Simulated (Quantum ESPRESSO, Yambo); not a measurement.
# SiSnCl2 (chair-type functionalised monolayer): G0W0 with Yambo, start to end, part 2 of 3

Aim: the G0W0 gap of SiSnCl2 (chair-type functionalised monolayer) on PBE, step by step.

Quantum ESPRESSO 7.5 and Yambo 5.3.0; PBE and many-body steps on it, plane waves. Known limits of the many-body steps: not at the basis limit; no spin-orbit coupling.

So far. Step 2 (Ground state): The gap is direct, at Γ. Step 3 (Bands along the symmetry lines): The gap is 0.531 eV, as in the run before at this level.

### Step 4. Empty states on the mesh, 6×6×1 mesh, 110 bands

Level of this step: DFT, PBE, plane waves, norm-conserving pseudopotentials (Quantum ESPRESSO).

The sums over transitions need many empty states on a uniform mesh; this step solves for them.

Contents of pw.in:

```
&control
  calculation = 'nscf'
  prefix = 'x'
  outdir = 'o'
  pseudo_dir = 'pseudo'
/
&system
  ibrav = 0
  nat = 4
  ntyp = 3
  ecutwfc = 84.0
  nbnd = 110
  force_symmorphic = .true.
/
&electrons
  conv_thr = 1e-9
  electron_maxstep = 80
  diago_full_acc = .true.
  diago_thr_init = 5e-6
/
ATOMIC_SPECIES
  Si 28.085 Si.upf
  Sn 118.71 Sn.upf
  Cl 35.45 Cl.upf
CELL_PARAMETERS angstrom
  4.4132413676 0.0000000001 0.0000000000
  -2.2066206839 3.8219791373 0.0000000000
  0.0000000000 0.0000000000 19.0000000000
ATOMIC_POSITIONS crystal
  Si 0.3333333333 0.6666666667 0.5266985250
  Sn 0.6666666667 0.3333333333 0.4878884819
  Cl 0.3333333333 0.6666666667 0.6368861791
  Cl 0.6666666667 0.3333333333 0.3635478666
K_POINTS automatic
  6 6 1 0 0 0
```

The run is started by

```sh
> OMP_NUM_THREADS=1 mpirun -n 4 pw.x -nk 4 -in pw.in > pw.out
```

The log of the run:

```text
[banner, memory and clock lines left out]
Program PWSCF v.7.5 starts

     Atomic positions and unit cell read from directory:
     o/x.save/

     Message from routine setup:
     using ibrav=0 with symmetry is DISCOURAGED, use correct ibrav instead

     G-vector sticks info

     bravais-lattice index     =            0
     lattice parameter (alat)  =       8.3398  a.u.
     unit-cell volume          =    2162.6996 (a.u.)^3
     number of atoms/cell      =            4
     number of atomic types    =            3
     number of electrons       =        40.00
     number of Kohn-Sham states=          110
     kinetic-energy cutoff     =      84.0000  Ry
     charge density cutoff     =     336.0000  Ry
     Exchange-correlation= PBE
                           (   1   4   3   4   0   0   0)

     celldm(1)=   8.339818  celldm(2)=   0.000000  celldm(3)=   0.000000
     celldm(4)=   0.000000  celldm(5)=   0.000000  celldm(6)=   0.000000

     crystal axes: (cart. coord. in units of alat)
               a(1) = (   1.000000   0.000000   0.000000 )
               a(2) = (  -0.500000   0.866025   0.000000 )
               a(3) = (   0.000000   0.000000   4.305226 )

     reciprocal axes: (cart. coord. in units 2 pi/alat)
               b(1) = (  1.000000  0.577350 -0.000000 )
               b(2) = ( -0.000000  1.154701  0.000000 )
               b(3) = (  0.000000 -0.000000  0.232276 )
     Pseudo is Norm-conserving + core correction, Zval =  4.0
     Generated using ONCVPSP code by D. R. Hamann
     Using radial grid of 1510 points,  6 beta functions with:
     Pseudo is Norm-conserving + core correction, Zval = 22.0
     Generated using ONCVPSP code by D. R. Hamann
     Using radial grid of 1628 points,  6 beta functions with:
     Pseudo is Norm-conserving + core correction, Zval =  7.0
     Generated using ONCVPSP code by D. R. Hamann
     Using radial grid of 1028 points,  6 beta functions with:
     Si                4.00    28.08500     Si( 1.00)
     Sn               22.00   118.71000     Sn( 1.00)
     Cl                7.00    35.45000     Cl( 1.00)

      6 Sym. Ops. (no inversion) found

   Cartesian axes

     site n.     atom                  positions (alat units)
         1        Si     tau(   1) = (  -0.0000000   0.5773503   2.2675560  )
         2        Sn     tau(   2) = (   0.5000000   0.2886751   2.1004700  )
         3        Cl     tau(   3) = (  -0.0000000   0.5773503   2.7419387  )
         4        Cl     tau(   4) = (   0.5000000   0.2886751   1.5651556  )

     number of k points=     7
                       cart. coord. in units 2pi/alat
        k(    1) = (   0.0000000   0.0000000   0.0000000), wk =   0.0555556
        k(    2) = (  -0.0000000   0.1924501   0.0000000), wk =   0.3333333
        k(    3) = (  -0.0000000   0.3849002   0.0000000), wk =   0.3333333
        k(    4) = (   0.0000000  -0.5773503   0.0000000), wk =   0.1666667
        k(    5) = (   0.1666667   0.2886751   0.0000000), wk =   0.3333333
        k(    6) = (   0.1666667   0.4811252   0.0000000), wk =   0.6666667
        k(    7) = (   0.3333333   0.5773503   0.0000000), wk =   0.1111111

     Dense  grid:   224939 G-vectors     FFT dimensions: (  50,  50, 216)

     The potential is recalculated from file :
     o/x.save/charge-density

     Starting wfcs are   25 randomized atomic wfcs +   85 random wfcs

     Band Structure Calculation

     End of band structure calculation

          k = 0.0000 0.0000 0.0000 ( 28089 PWs)   bands (ev):

  -131.5414 -87.3448 -87.2997 -87.2997 -23.6153 -23.5049 -23.5049 -23.4773
   -23.4773 -18.0643 -16.7256 -11.7657  -7.9846  -5.6888  -5.4829  -5.4829
    -4.2562  -4.2562  -2.3697  -2.3697  -1.8385  -0.3799   0.9966   0.9966
[...]
22.4251  22.4251  22.8099  22.9686  22.9686  23.3491

          k =-0.0000 0.1925 0.0000 ( 28081 PWs)   bands (ev):

[...]
22.6150  22.8090  22.9819  23.2396  23.5861  23.7151

          k =-0.0000 0.3849 0.0000 ( 28123 PWs)   bands (ev):

[...]
19.9189  20.4169  20.5003  20.8437  21.1303  21.3883  21.4898  21.5561
    21.8247  21.8341  21.9118  22.0415  22.2377  22.5063  22.8118  22.9129
    22.9912  23.3774  23.3919  23.7580  23.9704  24.2958

          k = 0.0000-0.5774 0.0000 ( 28110 PWs)   bands (ev):

     [... further k-points ...]

     highest occupied, lowest unoccupied level (ev):    -2.3697   -1.8385

     XML data file, pseudopotentials, collected wavefunctions
```

It took 76 s on 4 MPI ranks of Arm Neoverse V2, shared host; peak memory 1.6 GiB; 5.1 min of CPU time.

This step gave:

```yaml
gap: 0.5312 eV
k_of_the_valence_top: 0, 0, 0
k_of_the_conduction_bottom: 0, 0, 0
least_direct_gap: 0.5312 eV
k_points_computed: 7
lowest_point_of_the_top_converged_band_above_the_valence_top: 25.72 eV
```

On this mesh the gap is 0.531 eV.

### Step 5. Conversion and set-up

This step: Yambo 5.3.0; conversion and set-up on PBE, plane waves, norm-conserving pseudopotentials.

The states are converted to the many-body program's format and the q mesh is built.

The run is started by

```sh
> (cd o/x.save; p2y > p2y.log; mv SAVE ../..); yambo > setup.log
```

The log of the run:

```text
 Yambo, version 5.3.0

 [02] CORE Variables Setup
 =========================

  [02.01] Unit cells
  ==================

  Cell kind             :  HCP
  Atoms in the cell     :  Si  Sn  Cl
  number of Si atoms    :  1
  number of Sn atoms    :  1
  number of Cl atoms    :  2

  List of atomic masses
  Mass of Si    :  28.08500
  Mass of Sn    :  118.7100
  Mass of Cl    :  35.45000

  List of atomic coordinates    : [cc]
  Si1       : -0.54297E-09   4.8150       18.911      order 1
  Sn1       :   4.16991   2.40750  17.51754  order 2
  Cl1       : -0.54297E-09   4.8150       22.867      order 3
  Cl2       :   4.16991   2.40750  13.05311  order 4

  Alat factors          :   8.33982   7.22249  35.90480 [a.u.]
  Direct lattice volume :   2162.70    [a.u.]
  Direct lattice vectors:  A[ 1 ]  A[ 2 ]  A[ 3 ]
   A[ 1 ]:   1.0000      0.26164E-10   0.0000      [iru]
    8.3398      0.18897E-09   0.0000      [cc]
   A[ 2 ]: -0.500000  1.000000  0.000000  [iru]
  -4.169909  7.222494  0.000000  [cc]
   A[ 3 ]:  0.000000  0.000000  1.000000  [iru]
    0.00000   0.00000  35.90480  [cc]

  Recip. lattice volume :  0.114695 [a.u.]
  Recip. lattice vectors:  B[ 1 ]  B[ 2 ]  B[ 3 ]
   B[ 1 ]:  1.000000  0.500000  0.000000  [iku]
   0.753396  0.434973 -0.000000  [cc]
   B[ 2 ]: -0.26164E-10   1.0000       0.0000      [iku]
  -0.19712E-10  0.86995       0.0000      [cc]
   B[ 3 ]:  0.000000  0.000000  1.000000  [iku]
   0.000000 -0.000000  0.174996  [cc]

  [02.02] Symmetries
  ==================

  Inversion symmetry    : yes
  Spatial inversion     : no
  Inversion index       :   7
  K-space Time-reversal : yes
  Magnetic symmetries   : no
  Time-reversal derived K-space symmetries:   7  12
  Group table correct   : yes
  Symmetries units      :  [cc]

   [S  1]:   1.0000     -0.74959E-26   0.0000      0.11131E-15   1.0000       0.0000       0.0000       0.0000       1.0000
   [S  2]: -0.500000  0.866025  0.000000 -0.866025 -0.500000  0.000000  0.000000  0.000000  1.000000
   [S  3]: -0.500000 -0.866025  0.000000  0.866025 -0.500000  0.000000  0.000000  0.000000  1.000000
   [S  4]:  -1.0000     -0.45318E-10   0.0000     -0.52329E-10   1.0000       0.0000       0.0000       0.0000       1.0000
   [S  5]:  0.500000  0.866025  0.000000  0.866025 -0.500000  0.000000  0.000000  0.000000  1.000000
   [S  6]:  0.500000 -0.866025  0.000000 -0.866025 -0.500000  0.000000  0.000000  0.000000  1.000000
   [S* 7]:  -1.0000      0.74959E-26  -0.0000     -0.11131E-15  -1.0000      -0.0000      -0.0000      -0.0000      -1.0000
   [S* 8]:  0.500000 -0.866025 -0.000000  0.866025  0.500000 -0.000000 -0.000000 -0.000000 -1.000000
   [S* 9]:  0.500000  0.866025 -0.000000 -0.866025  0.500000 -0.000000 -0.000000 -0.000000 -1.000000
   [S*10]:   1.0000      0.45318E-10  -0.0000      0.52329E-10  -1.0000      -0.0000      -0.0000      -0.0000      -1.0000
[...]
K/Q-points units:
  rlu = crystal or reduced units; cc = cartesian coordinates; iku = interal k-units

  K [1]          [rlu]:  0.000000  0.000000  0.000000
         WF components:  28089
  K [2]          [rlu]:  0.24109E-26  0.16667       0.0000
         WF components:  28081
  K [3]          [rlu]:  0.48219E-26  0.33333       0.0000
         WF components:  28123
  K [4]          [rlu]: -0.58159E-27 -0.50000       0.0000
         WF components:  28110
  K [5]          [rlu]:  0.166667  0.166667  0.000000
         WF components:  28102
  K [6]          [rlu]:  0.166667  0.333333  0.000000
         WF components:  28133
  K [7]          [rlu]:  0.333333  0.333333  0.000000
         WF components:  28152

  [02.05] Energies & Occupations
  ==============================

  [X] === General ===
  [X] Electronic Temperature                        :  0.000000  0.000000 [eV K]
  [X] Bosonic    Temperature                        :  0.000000  0.000000 [eV K]
  [X] Finite Temperature mode                       : no
  [X] El. density                                   :  0.12481E+24 [cm-3]
  [X] Fermi Level                                   : -2.369720 [eV]

  [X] === Gaps and Widths ===
  [X] Conduction Band Min                           :  0.531231 [eV]
  [X] Valence Band Max                              :  0.000000 [eV]
  [X] Filled Bands                                  :  20
  [X] Empty Bands                                   :   21  110
  [X] Direct Gap                                    :  0.531231 [eV]
  [X] Direct Gap localized at k                     :  1
  [X] Indirect Gap                                  :  0.531231 [eV]
  [X] Indirect Gap between kpts                     :  1  1
  [X] Last valence band width                       :  1.537876 [eV]
  [X] 1st conduction band width                     :  2.977168 [eV]

  E @ K [1]:  [eV]
  -129.1716  -84.9750  -84.9300  -84.9300  -21.2455  -21.1352  -21.1352  -21.1076
[...]
occ @ K [1]
[...]
E @ K [2]:  [eV]
[...]
occ @ K [2]
[...]
E @ K [3]:  [eV]
[...]
occ @ K [3]
[...]
E @ K [4]:  [eV]
[...]
occ @ K [4]
[...]
E @ K [5]:  [eV]
[...]
occ @ K [5]
[...]
E @ K [6]:  [eV]
[...]
occ @ K [6]
[...]
E @ K [7]:  [eV]
[...]
occ @ K [7]
[...]
0.000000  0.000000  0.000000  0.000000  0.000000  0.000000  0.000000  0.000000
   0.000000  0.000000  0.000000  0.000000  0.000000  0.000000  0.000000  0.000000

 [03] Transferred momenta grid and indexing
 ==========================================

 IBZ Q-points                                      :   7
 BZ  Q-points                                      :   36

 K/Q-points units:
 rlu = crystal or reduced units; cc = cartesian coordinates; iku = interal k-units

 Q [1]          [rlu]:  0.000000  0.000000  0.000000
 Q [2]          [rlu]:  0.21422E-16  0.16667       0.0000
 Q [3]          [rlu]:  0.42845E-16  0.33333       0.0000
 Q [4]          [rlu]: -0.64267E-16 -0.50000       0.0000
 Q [5]          [rlu]:  0.166667  0.166667  0.000000
 Q [6]          [rlu]:  0.166667  0.333333  0.000000
 Q [7]          [rlu]:  0.333333  0.333333  0.000000

  [03.01] X indexes
  =================

   [03.01.01] Sigma indexes
   ========================

 [06] Game Over & Game summary
```

Elapsed: 4.4 s, on 1 MPI rank; peak memory 0.28 GiB.

(Continued in part 3 of 3.)

[Paths, hosts, dates, memory and timing lines, banners, echoed tables and standing remarks are left out of the program output.]

[Logs are printed without paths, hosts, clocks, repeated set-up lines and the standing remarks that a program may print on its own settings, such as how far it seeks lower states.]

[Runs of the session that timed out or met a known fault of the program may be left out.]

[Hosts, paths, dates, database ids (printed as entryN), source tags and the programs' standing remarks are cut or masked in the printed files.]
